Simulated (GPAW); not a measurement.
# Mg K ELNES/XANES of MgNi3C (Pm-3m) from DFT, part 2 of 2

Aim: the near-edge shape at the Mg K edge of MgNi3C (Pm-3m), and what the core hole does to it.

GPAW 26.7.0; X-ray absorption from dipole matrix elements to empty bands, plane-wave PAW LDA.

So far. Step 2 (Ground state of the crystal): The mesh shows no gap, so the system is treated as a metal and the core electron is put at the Fermi level (neutral cell). Step 3 (Spectrum without a core hole, Mg atom 4): Main maxima below 24 eV (height): 0.4 eV (0.21), 4.2 eV (1.52), 5.6 eV (1.57), 10.9 eV (0.79) and 17.6 eV (1.94). A K edge sees empty p states on the absorber.

### Step 5. Spectrum with XCH, Mg atom 4

The holes are 5.4 Å apart. In GPAW the data set carries the hole's charge, so charge=0 means a charged cell and charge=-1 a neutral one. The excited electron is kept in the cell, where it fills the lowest empty states and screens the hole. After the field has converged, empty bands are computed with the density fixed and the dipole matrix elements are summed.

xas.py

```python
import numpy as np
from ase import Atoms
from ase.parallel import parprint, paropen
from gpaw import GPAW, PW, FermiDirac, Mixer, MixerDif, setup_paths
from gpaw.test import gen
setup_paths.insert(0, '.')
gen('Mg', name='fch1s', xcname='LDA', corehole=(1, 0, 1), write_xml=True)
from gpaw.mpi import world
world.barrier()

atoms = Atoms('Ni6Mg2C2',
    cell=[[3.8089, 0, 3.8089],
     [0, 3.8089, 3.8089],
     [-3.8089, 0, 3.8089]],
    scaled_positions=[[0, 0.5, 0.5],
     [0.5, 0.5, 0],
     [0.5, 0, 0],
     [0, 0, 0.5],
     [0, 0.5, 0],
     [0.5, 0.5, 0.5],
     [0, 0, 0],
     [0.5, 0, 0.5],
     [0.25, 0.5, 0.75],
     [0.75, 0.5, 0.25]],
    magmoms=[2.0, 2.0, 2.0, 2.0, 2.0, 2.0, 0.0, 0.0, 0.0, 0.0],
    pbc=True)
atoms.calc = calc = GPAW(legacy_gpaw=True, mode=PW(430, force_complex_dtype=True), xc='LDA', setups={6: 'fch1s'},
    kpts={'size': (7, 7, 7), 'gamma': True}, occupations=FermiDirac(0.1),
    charge=-1, mixer=MixerDif(0.05, 8, 50), maxiter=150,
    convergence={'density': 0.0001, 'eigenstates': 1e-6}, txt='scf.txt')
energy = atoms.get_potential_energy() + calc.get_reference_energy()
ef = calc.get_fermi_level()
out = dict(energy=energy, fermi=ef, forces=atoms.get_forces().tolist(), magmoms=atoms.get_magnetic_moments().tolist())
parprint(f'all-electron energy {energy:.4f} eV, Fermi level {ef:.4f} eV')
ev = np.array([[calc.get_eigenvalues(k, s) for k in range(len(calc.get_ibz_k_points()))] for s in range(calc.get_number_of_spins())])
out['homo'], out['lumo'], out['counts'] = ev[ev < ef].max(), ev[ev > ef].min(), sorted(set((ev < ef).sum((0, 2)).tolist()))
out['filled'] = (ev[:, 0] < ef).sum(1).tolist()

from ase.units import Ha
from gpaw.xas import dipole_matrix_elements
nb = int(calc.get_number_of_electrons() / 2) + 99
top, nb = nb, nb + 8 + nb // 12
nscf = calc.fixed_density(kpts={'size': (8, 8, 8), 'gamma': True}, nbands=nb,
    convergence={'bands': top, 'eigenstates': 5e-3}, maxiter=60, txt='nscf.txt')
cell = atoms.cell.array
ops = [cell.T @ U.T @ np.linalg.inv(cell.T) for U in nscf.wfs.kd.symmetry.op_scc]
E = np.arange(-6, 34, 0.1)
fwhm = np.interp(E, [4, 25], [0.9, 3.5])
Y, X, zero, highest = 0, 0, 1e9, 1e9
for spin in range(nscf.get_number_of_spins()):
    wfs = nscf.wfs
    mine = wfs.bd.get_slice()  # this rank's bands
    A = dipole_matrix_elements(wfs.setups[6])
    eps = np.zeros((wfs.kd.nibzkpts, nb))
    d = np.zeros((3, A.shape[1], wfs.kd.nibzkpts, nb), complex)
    for kpt in wfs.kpt_u:
        if kpt.s == spin and 6 in kpt.P_ani:
            eps[kpt.k, mine] = kpt.eps_n * Ha
            d[:, :, kpt.k, mine] = (kpt.weight * wfs.nspins / 2) ** 0.5 * np.inner(A, kpt.P_ani[6])
    world.sum(eps)
    world.sum(d)
    T = np.einsum('amkn,bmkn->abkn', d, d.conj()).real
    T = sum(np.einsum('ai,ijkn,bj->abkn', R, T, R) for R in ops) / len(ops)
    empty = eps > ef
    zero, highest = min(zero, eps[empty].min()), min(highest, eps[:, top - 1].min())
    lines = [(eps, T, empty)] if spin == 0 else lines + [(eps, T, empty)]
for eps, T, empty in lines:
    f = np.einsum('aakn->akn', T).reshape(3, -1)
    x = eps.ravel() - zero
    w = np.interp(x, E, fwhm) / 2.35482
    g = np.exp(-0.5 * ((E[:, None] - x) / w) ** 2) / (w * (2 * np.pi) ** 0.5)
    Y = Y + (f * empty.ravel()) @ g.T
    X = X + (f * ~empty.ravel()) @ g.T
out.update(E=E.round(2).tolist(), xas=Y.tolist(), xes=X.tolist(), zero=zero, valid=highest - zero, nk=len(eps), nb=nb)
for i in range(0, len(E), 10):
    parprint(f'{E[i]:7.2f}', *(f'{v:10.3e}' for v in Y[:, i]))
import json
with paropen('out.json', 'w') as f:
    json.dump(out, f)
```

Run with:

```sh
$ OMP_NUM_THREADS=1 mpirun -n 4 gpaw python xas.py
```

Numbers of over 12 decimals in the logs are rounded to 6 here.

The program printed:

```text
Input parameters:
  charge: -1
  convergence: {density: 0.0001,
                eigenstates: 1e-06}
  kpts: {gamma: True,
         size: (7, 7, 7)}
  maxiter: 150
  mixer: {backend: pulay,
          beta: 0.05,
          method: difference,
          nmaxold: 8,
          weight: 50}
  mode: {ecut: 430.0,
         force_complex_dtype: True,
         name: pw}
  occupations: {fixmagmom: False,
                name: fermi-dirac,
                width: 0.1}
  setups: {6: fch1s}

Initialize ...

[... PAW data sets ...]

Reference energy: -259379.846372  # eV

Spin-polarized calculation.
Initial magnetic moment: 12.000000

[... convergence settings ...]
Symmetries present (total): 48
  [... symmetry matrices ...]

343 k-points: 7 x 7 x 7 Monkhorst-Pack grid
20 k-points in the irreducible part of the Brillouin zone
       k-points in crystal coordinates                weights
   0:     0.00000000    0.00000000    0.00000000          1/343
   1:     0.14285714    0.14285714    0.00000000          8/343
   2:     0.14285714    0.14285714    0.14285714          6/343
   3:     0.28571429    0.14285714    0.00000000         12/343
   4:     0.28571429    0.28571429    0.00000000          8/343
   5:     0.28571429    0.28571429    0.14285714         24/343
   6:     0.28571429    0.28571429    0.28571429          6/343
   7:     0.42857143   -0.28571429    0.00000000         12/343
   8:     0.42857143    0.28571429   -0.42857143         24/343
   9:     0.42857143    0.28571429   -0.28571429         48/343
          ...
  19:     0.42857143    0.42857143    0.42857143          6/343

Wave functions: Plane wave expansion
  Cutoff energy: 430.000 eV
  Number of coefficients (min, max): 2213, 2247
  Pulay-stress correction: 0.000000 eV/Ang^3 (de/decut=0.000000)
  Using FFTW library
  Wavefunction extrapolation:
    Improved wavefunction reuse through dual PAW basis

Occupation numbers: Fermi-Dirac:
  width: 0.1000  # eV

Eigensolver
   Davidson(niter=2)

Densities:
  Coarse grid: 27*27*27 grid
  Fine grid: 54*54*54 grid
  Total Charge: 0.000000

Density mixing:
  Method: difference
  Backend: pulay
  Linear mixing parameter: 0.05
  old densities: 8
  Width of damping distribution: 1.1
  Damping of long wavelength oscillations: 50

[... Hamiltonian set-up ...]
Number of atoms: 10
Number of atomic orbitals: 96
Number of bands in calculation: 87
Number of valence electrons: 125
Bands to converge: occupied

... initialized

Initializing position-dependent things.

Density initialized from atomic densities
Creating initial wave functions:
  87 bands from LCAO basis set

         C   Ni   C

         Ni       Ni
            Mg

             Ni
       Ni       Ni

            Mg

Atomic positions and initial magnetic moments

Positions:
   0 Ni    -1.904450    1.904450    3.808900    ( 0.0000,  0.0000,  2.0000)
   1 Ni     1.904450    1.904450    3.808900    ( 0.0000,  0.0000,  2.0000)
   2 Ni     1.904450    0.000000    1.904450    ( 0.0000,  0.0000,  2.0000)
   3 Ni    -1.904450    0.000000    1.904450    ( 0.0000,  0.0000,  2.0000)
   4 Ni     0.000000    1.904450    1.904450    ( 0.0000,  0.0000,  2.0000)
   5 Ni     0.000000    1.904450    5.713350    ( 0.0000,  0.0000,  2.0000)
   6 Mg     0.000000    0.000000    0.000000    ( 0.0000,  0.0000,  0.0000)
   7 Mg     0.000000    0.000000    3.808900    ( 0.0000,  0.0000,  0.0000)
   8 C     -1.904450    1.904450    5.713350    ( 0.0000,  0.0000,  0.0000)
   9 C      1.904450    1.904450    5.713350    ( 0.0000,  0.0000,  0.0000)

Unit cell:
           periodic     x           y           z      points  spacing
  1. axis:    yes    3.808900    0.000000    3.808900    27     0.1629
  2. axis:    yes    0.000000    3.808900    3.808900    27     0.1411
  3. axis:    yes   -3.808900    0.000000    3.808900    27     0.1629

  Lengths:   5.386598   5.386598   5.386598
  Angles:   60.000000  90.000000  60.000000

Effective grid spacing dv^(1/3) = 0.1777

iter:   1   -95.123093                   +12.0796
iter:   2   -97.457273   -0.46  -1.54    +6.1831
iter:   3   -97.655144   -1.04  -1.59    +2.0774
iter:   4   -97.789649   -1.90  -1.85    +1.2466
iter:   5   -97.930452   -2.39  -1.91    +0.1069
iter:   6   -98.093114   -2.44  -2.06    -0.0366
iter:   7   -97.928932   -3.09  -2.18    -0.0664
iter:   8   -97.894945   -3.86  -2.50    -0.0456
iter:   9   -97.881684c  -3.94  -2.74    -0.0182
iter:  10   -97.880226c  -4.89  -3.04    -0.0092
iter:  11   -97.879768c  -4.98  -3.26    -0.0068
iter:  12   -97.879877c  -5.85  -4.05c   -0.0062
iter:  13   -97.879765c  -6.48c -3.90    -0.0066
iter:  14   -97.879780c  -7.78c -4.89c   -0.0069

Converged after 14 iterations.

Dipole moment: (-0.000000, -0.000000, -0.000000) |e|*Ang

Total magnetic moment: (0.000000, 0.000000, -0.006948)
Local magnetic moments:
   0 Ni ( 0.000000,  0.000000,  0.003980)
   1 Ni ( 0.000000,  0.000000,  0.003980)
   2 Ni ( 0.000000,  0.000000,  0.003980)
   3 Ni ( 0.000000,  0.000000,  0.003980)
   4 Ni ( 0.000000,  0.000000,  0.003980)
   5 Ni ( 0.000000,  0.000000,  0.003980)
   6 Mg ( 0.000000,  0.000000, -0.020316)
   7 Mg ( 0.000000,  0.000000,  0.000248)
   8 C  ( 0.000000,  0.000000,  0.000332)
   9 C  ( 0.000000,  0.000000,  0.000332)

Energy contributions relative to reference atoms: (reference = -259379.846372)

Kinetic:        +47.127600
Potential:      -33.683105
External:        +0.000000
XC:            -111.344595
Entropy (-ST):   -0.191148
Local:           +0.115894
SIC:             +0.000000
--------------------------
Free energy:    -97.975354
Extrapolated:   -97.879780

Spin contamination: 0.895596 electrons
Showing only first 2 kpts
                      Up                     Down
 Kpt  Band  Eigenvalues  Occupancy  Eigenvalues  Occupancy
  0    60      7.10303    0.99967      7.10600    0.99966
  0    61      7.10303    0.99967      7.10600    0.99966
  0    62      7.10303    0.99967      7.10600    0.99966
  0    63      7.31040    0.99738      7.31279    0.99732

  1    60      7.17538    0.99932      7.17722    0.99931
  1    61      7.26566    0.99832      7.26807    0.99828
  1    62      7.35366    0.99597      7.34701    0.99622
  1    63      7.35366    0.99597      7.34701    0.99622

Fermi level: 7.90455

No gap
No difference between direct/indirect transitions

Forces in eV/Ang:
  0 Ni   -0.00000    0.00000    0.00000
  1 Ni   -0.00000    0.00000   -0.00000
  2 Ni   -0.00000    0.00000    0.00000
  3 Ni   -0.00000    0.00000    0.00000
  4 Ni    0.00000    0.00000   -0.00000
  5 Ni   -0.00000   -0.00000   -0.00000
  6 Mg    0.00000    0.00000    0.00000
  7 Mg    0.00000    0.00000    0.00000
  8 C    -0.00000   -0.00000    0.00000
  9 C    -0.00000    0.00000   -0.00000
Scalar-relativistic atomic LDA calculation for Mg (Magnesium, Z=12)
Core hole in 1s state (1s occupation: 1.0)
450 radial gridpoints.
|------------------------------------------------|
|------------------------------------------------|
[... the atom generator's iteration count ...]

Energy contributions:
-------------------------
Kinetic:     +150.936470
XC:           -12.517816
Potential:   -289.511143
-------------------------
Total:       -151.092490

state      eigenvalue         ekin         rmax
-----------------------------------------------
1s^1.0 :   -50.674449    69.724812        0.084
2s^2.0 :    -4.035788    10.031038        0.518
2p^6.0 :    -2.903993     9.772171        0.430
3s^2.0 :    -0.536168     1.258278        2.050
3p^0.0 :    -0.343172     0.932201        2.381
-----------------------------------------------
(units: Bohr and Hartree)

Generating PAW setup
Kinetic energy of the core from tauc = 69.854286
Cutoffs:
rc(s)=2.060
rc(p)=2.050
rc(d)=1.960
rc(vbar)=2.000
rc(comp)=1.950
rc(nct)=2.060

Kinetic energy of the core states: 69.724812
Charge: 1.0
Core electrons: 1.0
Valence electrons: 10.0
Pseudo-core charge: 0.000000
Shape function alpha=2.630
Pseudo-electron charge 2.585279
state    eigenvalue         norm
--------------------------------
2s(2) :    -4.035788     0.092931
3s(2) :    -0.536168     1.052414
2p(6) :    -2.903993     0.049098
3p(0) :    -0.343172     1.000690
*d    :     0.000000
--------------------------------

Diagonalizing with gridspacing h=0.050

state   all-electron     PAW
-------------------------------
2s:      -4.035788    -4.036322
2p:      -2.903993    -2.904657
*d:                   -0.118527
*f:                   -0.020612
-------------------------------
all-electron energy -259477.7262 eV, Fermi level 7.9045 eV
  -6.00  3.504e-61  3.504e-61  3.504e-61
  -5.00  8.349e-45  8.349e-45  8.349e-45
  -4.00  2.194e-31  2.194e-31  2.194e-31
  -3.00  6.719e-21  6.719e-21  6.719e-21
  -2.00  2.718e-13  2.718e-13  2.718e-13
  -1.00  1.750e-08  1.750e-08  1.750e-08
  -0.00  2.231e-06  2.231e-06  2.231e-06
[...]
31.00  6.155e-06  6.155e-06  6.155e-06
  32.00  7.767e-06  7.767e-06  7.767e-06
  33.00  1.092e-05  1.092e-05  1.092e-05
```

It took 2.6 min on 4 MPI ranks of Intel Xeon Platinum 8488C (Sapphire Rapids), shared host; peak memory 0.64 GiB.

The Mg K spectrum, Mg atom 4, excited-electron core hole (neutral cell) (energy from the lowest empty level; intensity scaled to a mean of 1 over the first 20 eV):

| E (eV) | intensity |
| --- | --- |
| -2.0 | 0.00 |
| -1.0 | 0.00 |
| 0.0 | 0.12 |
| 1.0 | 0.19 |
| 2.0 | 0.60 |
| 3.0 | 1.47 |
| 4.0 | 1.99 |
| 5.0 | 1.20 |
| 6.0 | 0.90 |
| 7.0 | 0.53 |
| 8.0 | 0.54 |
| 9.0 | 0.73 |
| 10.0 | 0.75 |
| 11.0 | 0.75 |
| 12.0 | 0.78 |
| 13.0 | 0.92 |
| 14.0 | 1.24 |
| 15.0 | 1.65 |
| 16.0 | 1.76 |
| 17.0 | 1.44 |
| 18.0 | 1.10 |
| 19.0 | 0.95 |
| 20.0 | 0.82 |
| 21.0 | 0.67 |
| 22.0 | 0.59 |
| 23.0 | 0.55 |
| 24.0 | 0.50 |
| 25.0 | 0.44 |
| 26.0 | 0.39 |
| 27.0 | 0.37 |
| 28.0 | 0.36 |
| 29.0 | 0.35 |
| 30.0 | 0.32 |
| 31.0 | 0.33 |
| 32.0 | 0.42 |

Main maxima below 24 eV (height): 3.7 eV (2.09) and 15.7 eV (1.78). 

The total-energy difference is 1293.95 eV.

### Step 6. Spectrum with XCH, Mg atom 4

This attempt departs from the first core-hole run: limit of SCF steps to 4.

xas.py: that of step 5 with these lines changed.

```diff
@@ -28,3 +28,3 @@
     kpts={'size': (7, 7, 7), 'gamma': True}, occupations=FermiDirac(0.1),
-    charge=-1, mixer=MixerDif(0.05, 8, 50), maxiter=150,
+    charge=-1, mixer=MixerDif(0.05, 8, 50), maxiter=4,
     convergence={'density': 0.0001, 'eigenstates': 1e-6}, txt='scf.txt')
@@ -42,3 +42,3 @@
 top, nb = nb, nb + 8 + nb // 12
-nscf = calc.fixed_density(kpts={'size': (8, 8, 8), 'gamma': True}, nbands=nb,
+nscf = calc.fixed_density(kpts={'size': (5, 5, 5), 'gamma': True}, nbands=nb,
     convergence={'bands': top, 'eigenstates': 5e-3}, maxiter=60, txt='nscf.txt')
```

The program printed:

```text
Input parameters:
  charge: -1
  convergence: {density: 0.0001,
                eigenstates: 1e-06}
  kpts: {gamma: True,
         size: (7, 7, 7)}
  maxiter: 4
  mixer: {backend: pulay,
          beta: 0.05,
          method: difference,
          nmaxold: 8,
          weight: 50}
  mode: {ecut: 430.0,
         force_complex_dtype: True,
         name: pw}
  occupations: {fixmagmom: False,
                name: fermi-dirac,
                width: 0.1}
  setups: {6: fch1s}

Initialize ...

[... PAW data sets ...]

Reference energy: -259379.846372  # eV

[...]
iter:   2   -97.457273   -0.46  -1.54    +6.1831
iter:   3   -97.655144   -1.04  -1.59    +2.0774
iter:   4   -97.789649   -1.90  -1.85    +1.2466

Did not converge!

Here are some tips:

1) Make sure the geometry and spin-state is physically sound.
2) Use less aggressive density mixing.
3) Solve the eigenvalue problem more accurately at each scf-step.
4) Use a smoother distribution function for the occupation numbers.
5) Try adding more empty states.
6) Use enough k-points.
7) Don't let your structure optimization algorithm take too large steps.
8) Solve the Poisson equation more accurately.
9) Better initial guess for the wave functions.

See details here:

Errorcode: 42
```

Wall time 38 s (4 MPI ranks); peak memory 0.27 GiB.

The step limit was set too low: the run stopped before it met its threshold, however near it may have come, and gives no result to build on.

### Step 7. With and without the hole

Both curves are counted from their own zero, so only the shift of weight within the empty states shows.

| E (eV) | no hole | XCH |
| --- | --- | --- |
| -2.0 | 0.00 | 0.00 |
| -1.0 | 0.00 | 0.00 |
| 0.0 | 0.14 | 0.12 |
| 1.0 | 0.14 | 0.19 |
| 2.0 | 0.31 | 0.60 |
| 3.0 | 0.47 | 1.47 |
| 4.0 | 1.46 | 1.99 |
| 5.0 | 1.32 | 1.20 |
| 6.0 | 1.40 | 0.90 |
| 7.0 | 1.04 | 0.53 |
| 8.0 | 0.67 | 0.54 |
| 9.0 | 0.61 | 0.73 |
| 10.0 | 0.73 | 0.75 |
| 11.0 | 0.78 | 0.75 |
| 12.0 | 0.71 | 0.78 |
| 13.0 | 0.67 | 0.92 |
| 14.0 | 0.76 | 1.24 |
| 15.0 | 1.02 | 1.65 |
| 16.0 | 1.43 | 1.76 |
| 17.0 | 1.86 | 1.44 |
| 18.0 | 1.91 | 1.10 |
| 19.0 | 1.73 | 0.95 |
| 20.0 | 1.69 | 0.82 |
| 21.0 | 1.60 | 0.67 |
| 22.0 | 1.36 | 0.59 |
| 23.0 | 1.11 | 0.55 |
| 24.0 | 0.94 | 0.50 |
| 25.0 | 0.81 | 0.44 |
| 26.0 | 0.68 | 0.39 |
| 27.0 | 0.58 | 0.37 |
| 28.0 | 0.54 | 0.36 |
| 29.0 | 0.54 | 0.35 |
| 30.0 | 0.51 | 0.32 |
| 31.0 | 0.45 | 0.33 |
| 32.0 | 0.40 | 0.42 |

With each curve scaled to its own mean, the area from −2 to 6 eV with the hole is 6.0 against 4.6, and the centre of weight from −1 to 20 eV moves by -1.0 eV: the hole pulls the absorber's empty states down.

### Step 8. Outcome

```json
{
  "absorber and edge": "Mg K, atom 4 of the ground-state input (counted from 1)",
  "surroundings": "12 Ni at 2.69 Å (cuboctahedral, site symmetry m-3m)",
  "highest intensity below 16 eV": "3.7 eV above the zero, height 2.09",
  "photon energy of the zero (spin-polarised hole, raw)": "1293.9 eV (LDA puts this hole about 6 eV below PBE, itself good to a few eV)"
}
```

The Mg K edge of atom 4, with 12 Ni at 2.69 Å (cuboctahedral, site symmetry m-3m), has its highest intensity of the first 16 eV at 3.7 eV above the zero, near 1298 eV in photon energy (LDA puts this hole about 6 eV below PBE, itself good to a few eV), 2.1 times the mean level of the first 20 eV (Gaussian full width 0.9 eV up to 4 eV, rising linearly to 3.5 eV at 25 eV). With each curve scaled to its own mean, the area from −2 to 6 eV with the hole is 6.0 against 4.6, and the centre of weight from −1 to 20 eV moves by -1.0 eV: the hole pulls the absorber's empty states down. The hole lies in one spin channel, while the script sums the empty states of both and takes the lower zero; where the two channels are split, this blurs and shifts the curve. The starting moments shrank to 0.00 μB or less, so this is hardly a magnetic state. The holes are only 5.4 Å apart, so the shape is probably not converged with cell size; no larger cell was run here. The structure is a published determination, not relaxed.

[Banner, clock and machine lines of the logs are left out without a mark of their own.]

[Logs are printed without paths, hosts, clocks, repeated set-up lines and the standing remarks that a program may print on its own settings, such as how far it seeks lower states.]

[Hosts, paths, dates, database ids (printed as entryN), source tags and the programs' standing remarks are cut or masked in the printed files.]

[Lists of maxima count a maximum above −3 eV only where it reaches 4 % of the highest in the window and stands out from its surroundings by 2 % of it (1.5 % where it reaches 55 %); shoulders and weaker maxima are passed over, and of the rest the first, up to two pre-edge ones and the few strongest are named.]
